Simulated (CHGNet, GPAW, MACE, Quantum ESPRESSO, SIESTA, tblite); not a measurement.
**Be(0001) slab with a vacancy pit (68 atoms) in tblite**

Aim: run Be(0001) slab with a vacancy pit (68 atoms) in tblite and see how near its forces come to a plane-wave reference, and at what cost.

Calculated with tblite 0.8.0; the method is named at each step.

## 1. Set-up

The cell holds 68 atoms: 68 Be. Cell: a = 6.858 Å, b = 9.144 Å, c = 20.960 Å, α = 90.0°, β = 90.0°, γ = 60.0°. It derives from Be (hcp). Hcp Be (a = 2.286 Å, c = 3.584 Å), (0001) slab of 3 repeat layers, 3 x 4 surface cells, 12 Å of vacuum; top layer removed within 2.31 Å of one point (a pit); atoms within 3.23 Å of the bottom held; every coordinate displaced by a Gaussian of 0.05 Å. Then every atom was moved at random, 0.02 Å r.m.s. a Cartesian component. Vacuum lies along c.

The yardstick, on the same geometry:

* method: Kohn-Sham DFT, PBE, SSSP efficiency 1.3.0 pseudopotentials, plane waves (Quantum ESPRESSO 7.5); sssp-pbe-1.3.0-efficiency, cutoffs 45/360 Ry, Γ point
* r.m.s. force component: 0.4591 eV/Å
* longest force: 1.582 eV/Å
* time: 84 s on 4 MPI ranks of Arm Neoverse V1, shared host
* CPU time: 5.6 min

## 2. GFN1-xTB

Method: GFN1-xTB tight binding, diagonalisation.

The input, run.py:

```python
import numpy as np
from ase.io import read
from tblite.ase import TBLite

atoms = read("structure.xyz")
atoms.calc = TBLite(method="GFN1-xTB", electronic_temperature=580, accuracy=1.0, max_iterations=250, mixer_damping=0.1, verbosity=1)
energy = atoms.get_potential_energy()
forces = atoms.get_forces()
print(f"energy {energy:.6f} eV")
print("forces (eV/A)")
for i, (a, f) in enumerate(zip(atoms, forces)):
    print(f"{i:4d} {a.symbol:2s} {f[0]:10.5f} {f[1]:10.5f} {f[2]:10.5f}")
print("charges (e)")
print(np.array2string(atoms.get_charges(), precision=4, suppress_small=True, max_line_width=110, threshold=100000))
```

The input, structure.xyz:

```xyz
68
Lattice="6.85800 0.00000 0.00000 4.57200 7.91894 0.00000 0.00000 0.00000 20.96000" Properties=species:S:1:pos:R:3 pbc="T T T"
Be 11.31732 7.84838 5.94006
Be 6.89839 1.28216 7.76589
Be 6.75625 0.00586 9.55336
Be 6.88369 1.31264 11.38589
Be 4.67087 7.85939 13.14842
Be 6.86047 7.91268 5.95243
Be 2.34180 1.27812 7.73193
Be 2.31602 0.00428 9.63322
Be 2.34086 1.28635 11.39553
Be 6.86330 7.84537 13.20124
Be 7.95725 1.98330 5.98303
Be 8.00564 3.29737 7.78392
Be 8.02683 2.13138 9.57327
Be 7.96545 3.36602 11.42152
Be 7.94415 1.89611 13.14255
Be 4.67226 0.06090 6.07819
Be 4.60570 1.24414 7.81221
Be 4.54736 0.01275 9.59675
Be 4.54125 1.30726 11.43326
Be 4.60919 0.00998 13.12892
Be 4.56304 1.27978 14.97487
Be 3.46690 1.97166 5.96333
Be 3.40772 3.24431 7.84365
Be 3.45248 1.83965 9.58773
Be 3.43734 3.32437 11.40266
Be 3.47984 1.99668 13.26013
Be 3.34828 3.27321 14.97445
Be 2.26437 3.88970 6.03103
Be 9.19790 5.32810 7.72837
Be 9.11924 3.95804 9.62043
Be 9.21628 5.26301 11.38023
Be 9.03176 3.99598 13.20291
Be 9.11668 5.26950 14.94783
Be 5.79878 1.94093 5.93944
Be 5.63069 3.30267 7.85644
Be 5.68723 1.93943 9.55441
Be 5.68862 3.27306 11.39763
Be 5.68206 2.07254 13.22786
Be 4.52822 3.92360 5.94300
Be 4.57632 5.36128 7.70867
Be 4.62126 3.90491 9.54099
Be 4.61971 5.27512 11.36619
Be 4.58837 3.95139 13.11991
Be 4.51837 5.28573 14.97152
Be 10.23566 6.04556 6.03166
Be 10.33546 7.28630 7.81158
Be 10.25897 6.01681 9.57495
Be 10.38361 7.22738 11.29283
Be 3.41325 5.85146 13.10922
Be 10.26396 7.20117 14.97089
Be 6.90054 3.95876 6.01384
Be 6.89451 5.37300 7.88955
Be 6.84193 3.90214 9.68750
Be 6.84118 5.26031 11.36849
Be 6.92713 4.03913 13.07715
Be 6.88129 5.22492 14.88495
[... 8 atom lines left out ...]
Be 8.04160 5.89723 9.55105
Be 8.04098 7.26373 11.30561
Be 7.99803 5.92820 13.21821
Be 7.97860 7.37816 15.01302
```

Command:

```sh
$ OMP_NUM_THREADS=1 python run.py > output.txt
```

The log of the run:

```text
------------------------------------------------------------
  cycle        total energy    energy error   density error
------------------------------------------------------------
      1     -49.86888370359  -5.0179508E+01   1.3991295E+00
      2     -50.41124918518  -5.4236548E-01   1.2563243E+00
      3     -22.75660507737   2.7654644E+01   5.6580643E-01
      4      7.353059846623   3.0109665E+01   4.5240191E-01
      5     -48.72835331684  -5.6081413E+01   8.9826082E-02
      6     -50.28729957515  -1.5589463E+00   3.7120074E-02
      7     -50.57225626106  -2.8495669E-01   2.0669660E-02
      8     -50.58838394891  -1.6127688E-02   1.5485037E-02
      9     -50.63864956956  -5.0265621E-02   4.4876338E-03
     10     -50.64023941844  -1.5898489E-03   2.9622526E-03
     11     -50.64124996329  -1.0105449E-03   1.3178337E-03
     12     -50.64129107314  -4.1109843E-05   7.9313585E-04
     13     -50.64127860303   1.2470105E-05   5.0752534E-04
     14     -50.64129014904  -1.1546010E-05   3.1606285E-04
     15     -50.64129343366  -3.2846221E-06   1.6176198E-04
     16     -50.64129795824  -4.5245749E-06   4.5257393E-05
     17     -50.64129809269  -1.3444620E-07   2.5648740E-05
     18     -50.64129811683  -2.4143112E-08   1.1469764E-05
------------------------------------------------------------
 total:                                   1.982 sec
energy -1378.019912 eV
forces (eV/A)
   0 Be    0.85881    0.37387   -1.20133
   1 Be    0.36283    0.22456    0.42950
   2 Be    1.09842    0.20607    0.17809
   3 Be   -0.27780    0.11469   -0.20391
   4 Be   -0.50756    0.89199    0.34900
   5 Be   -0.10936   -0.02192   -0.90301
   6 Be   -0.41345    0.13143    0.48587
   7 Be   -0.47902   -0.23937   -0.12662
   8 Be   -0.51779    0.40593   -0.00044
   9 Be    0.00702    0.57305    0.56817
  10 Be    0.07447   -0.08626   -1.15381
  11 Be   -0.39191    0.26590    0.40920
  12 Be    0.24009   -1.13565    0.26290
  13 Be    0.41796   -0.33229   -0.28228
  14 Be    0.22730    0.50369    0.66948
  15 Be   -0.69924   -0.03626   -1.78301
  16 Be   -0.02488    0.68273    0.12932
  17 Be    0.50774   -0.33320   -0.00469
  18 Be    0.27239    0.21950   -0.28907
  19 Be    0.34541   -0.25515   -0.31825
  20 Be   -0.47688   -0.41616    0.74305
  21 Be    0.22602    0.04404   -1.11848
  22 Be    0.05401    0.14742    0.00514
  23 Be   -0.08418    0.63236    0.24816
[...]
60 Be    0.54660   -0.65841   -0.65253
  61 Be   -0.11355   -0.33636    0.83474
  62 Be   -0.35792    0.05073   -1.30170
  63 Be   -0.31308   -0.21471   -0.24241
  64 Be    0.07324   -0.05039    0.43406
  65 Be   -0.13824   -0.19607    0.65034
  66 Be    0.22473    0.26271   -0.68989
  67 Be    0.43611    0.01995    1.43109
charges (e)
[-0.0577  0.0504 -0.0047  0.017   0.0223 -0.0661  0.0529 -0.0042  0.0217  0.0346 -0.0386  0.051   0.012
  0.0131 -0.0256 -0.0338  0.0735  0.0189  0.0263  0.0602 -0.1513 -0.0866  0.0592  0.0032  0.0233  0.0497
 -0.1406 -0.0573  0.0628 -0.0078  0.0114  0.0483 -0.0655 -0.0667  0.0565 -0.0091  0.0293 -0.0135 -0.0525
  0.0592 -0.0115 -0.0026  0.0798 -0.077  -0.0528  0.0662  0.0055  0.0161  0.0626 -0.0546 -0.0695  0.0509
  0.0215  0.0066 -0.01   -0.0554 -0.0674  0.0588  0.0033  0.0134  0.0792 -0.051  -0.0654  0.0649 -0.0032
 -0.0042  0.0872 -0.0663]
```

Elapsed: 2.5 s, on 1 thread of Arm Neoverse V1, shared host; peak memory 0.1 GiB.

Banners, paths, timers and routine set-up lines are dropped from the logs unmarked, and long logs keep their key lines alone; longer cuts are marked.

Against the reference:

- r.m.s. force component: 0.5572 eV/Å
- r.m.s. difference of force components: 432.7 meV/Å
- longest difference of force vectors: 1503 meV/Å
- force difference over r.m.s. force: 94.25 %
- slope of forces against the reference's: 0.7926
- correlation of force components: 0.653

The surroundings of Be63, picked at random, nearest first, numbered as they follow in the input and with coordinates relative to it.

```
atom      x      y      z  distance (Å)  bonds  Mulliken charge (e)     Fx     Fy  Fz (eV/Å)
Be63   0.00   0.00   0.00          0.00      9                -0.07  -0.36   0.05      -1.30
Be29   1.19  -0.57   1.72          2.17     12                 0.06   0.17  -0.41       0.77
Be51  -1.10  -1.94   0.00          2.23      9                -0.07  -0.49   0.19      -0.90
Be45   2.23   0.15   0.02          2.24      9                -0.05  -0.25  -0.47      -1.46
Be52  -1.11  -0.52   1.88          2.24     12                 0.05  -0.16  -0.52      -0.35
Be57  -2.24   0.09   0.08          2.24      9                -0.07   0.13  -0.33      -1.82
Be28   1.12  -2.00   0.02          2.29      9                -0.06   0.14   0.26      -1.31
 Be6  -1.15   2.02  -0.06          2.32      9                -0.07  -0.11  -0.02      -0.90
Be64   0.07   1.41   1.84          2.32     12                 0.06  -0.31  -0.21      -0.24
Be16   1.24   2.09   0.07          2.43      9                -0.03  -0.70  -0.04      -1.78
```

Atoms are counted from 1 here, from 0 in the log.

Forces lie 94 % from the reference's, at 0.0075 times its CPU time (on 1 against 4 cores).

## 3. Results

* force difference from the reference: tblite GFN1-xTB, 94 %
* its CPU time: 2.5 s

Tight binding differs by 94 % (tblite GFN1-xTB); it is another model, with fitted parameters of its own, and the xTB methods hold dispersion. One electronic-structure run takes under half the reference's CPU time: tblite GFN1-xTB, at 94 % in 2.5 s against 5.6 min, too far off to be of use. Periodic xTB results under one method name differ between programs and library versions. The cell is under 6 Å thick along one periodic direction, so every atom has periodic images of itself close by, which move with it and show among its neighbours and in g(r). The electronic-structure runs sample only Γ, in a cell whose shortest periodic width is 6 Å, which is coarse for a cell with partly filled levels.

[Also dropped from logs without a mark: logging warnings of Python, and SIESTA's first energy breakdown and zero terms.]

[Logs are printed without paths, hosts, clocks, repeated set-up lines and the standing remarks that a program may print on its own settings, such as how far it seeks lower states.]

[Hosts, paths, dates, database ids (printed as entryN), source tags and the programs' standing remarks are cut or masked in the printed files.]
